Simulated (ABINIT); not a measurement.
# Quasiparticle gap of Cl (Cmce) in ABINIT, part 3 of 3

Aim: the G0W0 gap of Cl (Cmce) on PBE, step by step.

ABINIT 10.8.3; PBE and many-body steps on it, plane waves. Known limits of the many-body steps: not at the basis limit; coarse k mesh.

So far. Step 3 (Bands along the symmetry lines): The gap is 2.457 eV, −0.012 eV from the run before at this level. Step 4 (Empty states on the mesh, 4×4×2 mesh, 111 bands): On this mesh the gap is 2.469 eV.

### Step 5. Screening, 4×4×2 mesh, 101 bands, screening to 108.8 eV

The RPA dielectric matrix is built and inverted for each q.

This step: RPA screening on PBE, plane waves, norm-conserving pseudopotentials.

run.abi

```
acell 3*1.0 Angstrom
rprim 
  3.145000000000 -2.250000000000 0.000000000000
  3.145000000000 2.250000000000 0.000000000000
  0.000000000000 0.000000000000 8.210000000000
ntypat 1
znucl 17
natom 4
typat 1 1 1 1
xred 
  0.870000000000 0.130000000000 0.100000000000
  0.630000000000 0.370000000000 0.600000000000
  0.130000000000 0.870000000000 0.900000000000
  0.370000000000 0.630000000000 0.400000000000
pp_dirpath "pseudos"
pseudos "Cl.upf"
ecut 25
ngkpt 4 4 2
nshiftk 1
shiftk 0 0 0
kptopt 1
chksymbreak 0
istwfk *1
occopt 1
irdwfk 1
optdriver 3
nband 101
ecuteps 4
inclvkb 2
awtr 1
symchi 1
indata_prefix "in"
outdata_prefix "out"
tmpdata_prefix "tmp"
```

On the command line:

```sh
$ OMP_NUM_THREADS=1 mpirun -n 4 abinit run.abi > log
```

Numbers of over 12 decimals in the logs are rounded to 6 here.

Log:

```text
.Version 10.8.3 of ABINIT. v10.8.2 released Aug 2026.

 Symmetries : space group Cm c a (# 64); Bravais oC (1-face-center ortho.)
[... echo of the input left out ...]
== DATASET  1 ==================================================================
-   mpi_nproc: 4, omp_nthreads: 1 (-1 if OMP is not activated)

--- !DatasetInfo
iteration_state: {dtset: 1, }
dimensions: {natom: 4, nkpt: 14, mband: 101, nsppol: 1, nspinor: 1, nspden: 1, mpw: 4726, }
cutoff_energies: {ecut:  25.0, pawecutdg:  -1.0, }
electrons: {nelect:   2.80000000E+01, charge:   0.00000000E+00, occopt:   1.00000000E+00, tsmear:   1.00000000E-02, }

 SCREENING: Calculation of the susceptibility and dielectric matrices

 Based on a program developped by R.W. Godby, V. Olevano, G. Onida, and L. Reining.
 Incorporated in ABINIT by V. Olevano, G.-M. Rignanese, and M. Torrent.
.Using double precision arithmetic ; gwpc =  8

[... cell and pseudopotentials left out ...]
--------------------------------------------------------------------------------

 ==== K-mesh for the wavefunctions ====
 Number of points in the irreducible wedge :    14
[... list of points left out ...]
 Together with  8 symmetry operations and time-reversal symmetry
 yields    32 points in the full Brillouin Zone.

 ==== Q-mesh for the screening function ====
 Number of points in the irreducible wedge :    14
[... list of points left out ...]
 Together with  8 symmetry operations and time-reversal symmetry
 yields    32 points in the full Brillouin Zone.

 setmesh: FFT mesh size selected  =    24x   24x   50
          total number of points  =        28800

 vcoul_init : cutoff-mode = AUXILIARY_FUNCTION
 q-points for optical limit:   1
     1)      0.000010    0.000020    0.000030

- screening: taking advantage of time-reversal symmetry
- Maximum band index for partially occupied states nbvw = 14
- Remaining bands to be divided among processors   nbcw = 87
- Number of bands treated by each node ~21

 Number of electrons calculated from density =   28.0000; Expected =   28.0000
 average of density, n =  0.035710
 r_s =    1.8838
 omega_plasma =   18.2284 [eV]

 calculating chi0 at frequencies [eV] :
  1    0.000000E+00    0.000000E+00
  2    0.000000E+00    1.822838E+01

--------------------------------------------------------------------------------
  q-point number  1        q = ( 0.000000, 0.000000, 0.000000) [r.l.u.]
--------------------------------------------------------------------------------
[... chi0 elements left out ...]
 For q-point:  0.000010 0.000020 0.000030
  dielectric constant =   2.8165
  dielectric constant without local fields =   3.4583

  Average fulfillment of the sum rule on Im[epsilon] for q-point    1 :     66.23  [%]
[... wings left out ...]
  q-point number  2        q = ( 0.250000, 0.000000, 0.000000) [r.l.u.]
--------------------------------------------------------------------------------
[... chi0 elements left out ...]
  Average fulfillment of the sum rule on Im[epsilon] for q-point    2 :     71.29  [%]

 [... 12 further q-points ...]
```

It took 2.2 min on 4 MPI ranks of Intel Xeon Platinum 8259CL at 2.50GHz (Skylake/Cascade Lake), shared host; peak memory 1.4 GiB.

This step gave:

```yaml
eps_infinity_with_local_fields_on_this_mesh_along_the_program_s_q_direction: 2.817
the_same_without_local_fields: 3.458
plasma_frequency: 18.23 eV
plane_waves_in_the_screening_matrix: 299
```

Local fields lower ε∞ by 19 %. On a Γ-centred mesh this coarse the value itself is usually too large, while a short band sum pulls it down.

### Step 6. Self-energy, 4×4×2 mesh, 101 bands, screening to 108.8 eV

The self-energy is evaluated for the states that the input lists, and the levels follow from it, in one-shot runs by the linearised quasiparticle equation.

This step: G0W0 on PBE, plane waves, norm-conserving pseudopotentials.

Changes to run.abi since step 5:

```diff
@@ -25,8 +25,17 @@
 irdwfk 1
-optdriver 3
+optdriver 4
 nband 101
+gwcalctyp 0
+ecutsigx 25
+symsigma 1
+nkptgw 2
+kptgw 
+  0.5000000000 0.5000000000 0.0000000000
+  0.0000000000 0.0000000000 0.0000000000
+bdgw 
+  13 16
+  13 16
 ecuteps 4
-inclvkb 2
-awtr 1
-symchi 1
+irdscr 1
+ppmodel 1
 indata_prefix "in"
```

Log:

```text
.Version 10.8.3 of ABINIT. v10.8.2 released Aug 2026.

 Symmetries : space group Cm c a (# 64); Bravais oC (1-face-center ortho.)
[... echo of the input left out ...]
== DATASET  1 ==================================================================
-   mpi_nproc: 4, omp_nthreads: 1 (-1 if OMP is not activated)

--- !DatasetInfo
iteration_state: {dtset: 1, }
dimensions: {natom: 4, nkpt: 14, mband: 101, nsppol: 1, nspinor: 1, nspden: 1, mpw: 4726, }
cutoff_energies: {ecut:  25.0, pawecutdg:  -1.0, }
electrons: {nelect:   2.80000000E+01, charge:   0.00000000E+00, occopt:   1.00000000E+00, tsmear:   1.00000000E-02, }

 SIGMA: Calculation of the GW corrections

 Based on a program developped by R.W. Godby, V. Olevano, G. Onida, and L. Reining.
 Incorporated in ABINIT by V. Olevano, G.-M. Rignanese, and M. Torrent.
.Using double precision arithmetic ; gwpc =  8

[... cell and pseudopotentials left out ...]
--------------------------------------------------------------------------------

 ==== K-mesh for the wavefunctions ====
 Number of points in the irreducible wedge :    14
[... list of points left out ...]
 Together with  8 symmetry operations and time-reversal symmetry
 yields    32 points in the full Brillouin Zone.

 ==== Q-mesh for screening function ====
 Number of points in the irreducible wedge :    14
[... list of points left out ...]
 Together with  8 symmetry operations and time-reversal symmetry
 yields    32 points in the full Brillouin Zone.

 vcoul_init : cutoff-mode = AUXILIARY_FUNCTION
 q-points for optical limit:   1
     1)      0.000010    0.000020    0.000030
 setmesh: FFT mesh size selected  =    36x   36x   72
          total number of points  =        93312

 Number of electrons calculated from density =   28.0000; Expected =   28.0000
 average of density, n =  0.035710
 r_s =    1.8838
 omega_plasma =   18.2284 [eV]

 === KS Band Gaps ===
  >>>> For spin  1
   Minimum direct gap =   2.5251 [eV], located at k-point      :   0.0000  0.0000  0.0000
   Fundamental gap    =   2.4691 [eV], Top of valence bands at :   0.5000  0.5000  0.0000
                                       Bottom of conduction at :   0.0000  0.0000  0.0000
 SIGMA fundamental parameters:
 PLASMON POLE MODEL  1
 number of plane-waves for SigmaX                 4675
 number of plane-waves for SigmaC and W            299
 number of plane-waves for wavefunctions          4675
 number of bands                                   101
 number of independent spin polarizations            1
 number of spinorial components                      1
 number of k-points in IBZ                          14
 number of q-points in IBZ                          14
 number of symmetry operations                       8
 number of k-points in BZ                           32
 number of q-points in BZ                           32
 number of frequencies for dSigma/dE                 9
 frequency step for dSigma/dE [eV]                0.25
 number of omega for Sigma on real axis              0
 max omega for Sigma on real axis  [eV]           0.00
 zcut for avoiding poles [eV]                     0.10

 EPSILON^-1 parameters (SCR file):
 dimension of the eps^-1 matrix on file            299
 dimension of the eps^-1 matrix used               299
 number of plane-waves for wavefunctions          4675
 number of bands                                   101
 number of q-points in IBZ                          14
 number of frequencies                               2
 number of real frequencies                          1
 number of imag frequencies                          1

 matrix elements of self-energy operator (all in [eV])

 Perturbative Calculation

--- !SelfEnergy_ee
iteration_state: {dtset: 1, }
kpoint     : [   0.500,    0.500,    0.000, ]
spin       : 1
KS_gap     :    2.546
QP_gap     :    5.775
Delta_QP_KS:    3.229
data: !SigmaeeData |
     Band     E0 <VxcDFT>   SigX SigC(E0)      Z dSigC/dE  Sig(E)    E-E0       E
       13  -1.186 -14.321 -18.741   2.716   0.790  -0.265 -15.668  -1.347  -2.533
       14  -0.824 -14.674 -19.122   2.694   0.793  -0.260 -16.066  -1.392  -2.216
       15   1.722 -14.106  -8.998  -2.797   0.795  -0.258 -12.269   1.837   3.560
       16   1.912 -14.243  -9.064  -2.811   0.793  -0.261 -12.365   1.878   3.790

--- !SelfEnergy_ee
iteration_state: {dtset: 1, }
kpoint     : [   0.000,    0.000,    0.000, ]
spin       : 1
KS_gap     :    2.525
QP_gap     :    5.688
Delta_QP_KS:    3.163
data: !SigmaeeData |
     Band     E0 <VxcDFT>   SigX SigC(E0)      Z dSigC/dE  Sig(E)    E-E0       E
       13  -0.970 -14.511 -19.022   2.721   0.793  -0.262 -15.930  -1.419  -2.389
       14  -0.880 -14.708 -19.184   2.726   0.792  -0.262 -16.095  -1.387  -2.267
       15   1.645 -13.980  -8.981  -2.771   0.797  -0.255 -12.204   1.776   3.421
       16   2.208 -14.626  -9.222  -2.936   0.789  -0.267 -12.679   1.948   4.155

== END DATASET(S) ==============================================================
================================================================================

 -outvars: echo values of variables after computation  --------
           etotal      0.0000000000E+00
            nband         101
             nkpt          14
          spgroup          64
 [... the other variables as echoed above ...]

 Calculation completed.
```

It took 21 s on 4 MPI ranks; peak memory 1.4 GiB; 83 s of CPU time.

Numbers from this step:

```
G0W0 gap on the points computed              : 5.637 eV
starting gap on the mesh                     : 2.469 eV
k of the valence top                         : 0.5, 0.5, 0
k of the conduction bottom                   : 0, 0, 0
Z at the valence top                         : 0.793
Z at the conduction bottom                   : 0.797
least direct G0W0 gap on the computed points : 5.688 eV
```

The gap on the mesh goes from 2.47 eV to 5.64 eV, a correction of +3.17 eV.

Limits: finite bands, cutoff and mesh; coarse k mesh. v1 is the top filled band, c1 the lowest empty one. The levels before and after the correction (eV, zero at the valence-band top of each column):

```
           conduction bottom  valence top
Kohn-Sham               2.47         0.00
     G0W0               5.64         0.00
```

```csv
,level,energy (eV)
Kohn-Sham,(0.5 0.5 0) v2,-0.362
Kohn-Sham,(0.5 0.5 0) v1,0.000
Kohn-Sham,(0.5 0.5 0) c1,2.546
Kohn-Sham,(0.5 0.5 0) c2,2.736
Kohn-Sham,Γ v2,-0.146
Kohn-Sham,Γ v1,-0.056
Kohn-Sham,Γ c1,2.469
Kohn-Sham,Γ c2,3.031
G0W0,(0.5 0.5 0) v2,-0.317
G0W0,(0.5 0.5 0) v1,0.000
G0W0,(0.5 0.5 0) c1,5.776
G0W0,(0.5 0.5 0) c2,6.006
G0W0,Γ v2,-0.173
G0W0,Γ v1,-0.051
G0W0,Γ c1,5.637
G0W0,Γ c2,6.371
```

### Step 7. Where the time went

Times are wall times on 4 MPI ranks of Intel Xeon Platinum 8259CL at 2.50GHz (Skylake/Cascade Lake), shared host, good to a factor of about two.

```csv
step,time,share,memory (GiB)
ground state,54 s,15 %,0.39
bands along the symmetry lines,60 s,17 %,0.43
empty states on the mesh,91 s,25 %,0.42
screening,2.2 min,36 %,1.4
self-energy,21 s,6 %,1.4
```

### Step 8. What came out

```
PBE gap              : 2.46 eV, indirect
G0W0 gap on the mesh : 5.64 eV
GW settings          : 4×4×2 mesh, 101 bands, screening to 108.8 eV, Godby-Needs plasmon pole
known limits         : not at the basis limit; coarse k mesh
```

In words: G0W0 moves the gap on the mesh from 2.47 eV to 5.64 eV (+3.17 eV), with Z of 0.79 and 0.80 at the edges. Local fields lower the RPA ε∞ on this mesh from 3.46 to 2.82; a Γ-centred mesh this coarse tends to raise both, most where the direct gap is narrow, while a short band sum lowers them. Only 2 of the mesh's irreducible points were corrected, so a valley elsewhere could overtake. Bands and cutoff are finite, so the gap is not at the basis limit. The miss can reach some tenths of an eV and take either sign; the mesh is an error of its own. In the G0W0 run levels were corrected at 2 k points alone, so a gap called «on the mesh» is the least over those, and an edge elsewhere would be missed. The 4×4×2 mesh is coarse for this cell, which bears on the long-range parts of exchange and screening.

[Paths, hosts, dates, memory and timing lines, banners, echoed tables and standing remarks are left out of the program output.]

[Logs are printed without paths, hosts, clocks, repeated set-up lines and the standing remarks that a program may print on its own settings, such as how far it seeks lower states.]

[Runs of the session that timed out or met a known fault of the program may be left out.]

[Hosts, paths, dates, database ids (printed as entryN), source tags and the programs' standing remarks are cut or masked in the printed files.]

[G0W0 gaps are taken among the corrected bands and points alone; a level outside them can change the order at an edge.]

[Where Ansatz stands beside ABINIT at settings called matched, ABINIT's density can come from a denser mesh and the files from another edition; pairs whose starting gaps differed by over 0.03 eV were left out, so agreement reads better than it is.]
